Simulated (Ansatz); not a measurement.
## How fast states decay through CaH2S2: the bulk crystal and its band edges

Ansatz 0.2.0; r2SCAN DFT, plane waves, PAW files.

The structure was built from a prototype and need not be the compound's stable phase.

The structure is monoclinic, space group C2/m (No. 12). Conventional cell: a = 7.557 Å, b = 4.367 Å, c = 5.957 Å, α = 90.00°, β = 90.11°, γ = 90.00°. Ca has 6 S at 2.85 Å nearest. H has 1 S at 1.34 Å nearest. Nearest to S lie 1 H at 1.34 Å and 3 Ca at 2.85 Å. It derives from CaH2O2. S for O in the CaH2O2 structure of space group C2. Farther neighbours and most contacts between anions are not listed.

This step gave:

```
free energy         : -3670.4158 eV
Fermi energy        : 2.034 eV
gap on the k-mesh   : 3.891 eV
gap on path         : 3.891 eV, by band count; negative where bands overlap
direct gap on path  : 4.441 eV
edge places on path : 0, 0.8315 1/A along the path
```

Electronic bands along the path, in eV, zero at the Fermi level (highest filled level under fixed occupations); v1 is the highest filled band, c1 the lowest empty one:

```
  point     v4     v3     v2     v1    c1    c2    c3    c4
    VBM  -1.18  -1.17   0.00   0.00  4.44  4.53  5.13  5.61
halfway  -1.45  -1.12  -0.94  -0.27  4.33  5.19  5.70  6.09
    CBM  -2.15  -1.17  -1.03  -0.55  3.89  5.78  6.07  6.58
```

**Question.** Which input gives these results?

The system, level and task follow from the heading and the kind of results. Meshes, cutoffs and thresholds can't be read from the results; these are the ones that the run used.

Contents of input.yaml:

```yaml
crystal:
  lattice:
    - [3.7709653591, -2.1835916771, 0.2361415187]
    - [3.7709653591, 2.1835916771, 0.2361415187]
    - [-0.3835595244, 0.0, 5.9443799822]
  atoms:
    - { symbol: Ca, position: [0.910767881, 0.089232119, 0.0] }
    - { symbol: H, position: [0.2435886361, 0.4219787125, 0.5502609036] }
    - { symbol: H, position: [0.5780212875, 0.7564113639, 0.4497390964] }
    - { symbol: S, position: [0.2439838081, 0.4224546128, 0.7755702018] }
    - { symbol: S, position: [0.5775453872, 0.7560161919, 0.2244297982] }
kpoints:
  mp_grid: { grid: [8, 8, 4] }
  band_path: { path: [VBM, CBM], npoints: 30 }
scf:
  occupations: { method: fixed }
hamiltonian:
  xc: r2scan
output:
  eigenvalues: true
  write_potential: true
  write_density: true
  volumetric_format: npy
```

On the command line:

```bash
> ansatz run input.yaml --threads 2 --pin off --max-ram 4096MiB --backend cpu --events-out ev --progress --plain --runs-dir out
```

[Logs are printed without paths, hosts, clocks, repeated set-up lines and the standing remarks that a program may print on its own settings, such as how far it seeks lower states.]

[Hosts, paths, dates, database ids (printed as entryN), source tags and the programs' standing remarks are cut or masked in the printed files.]
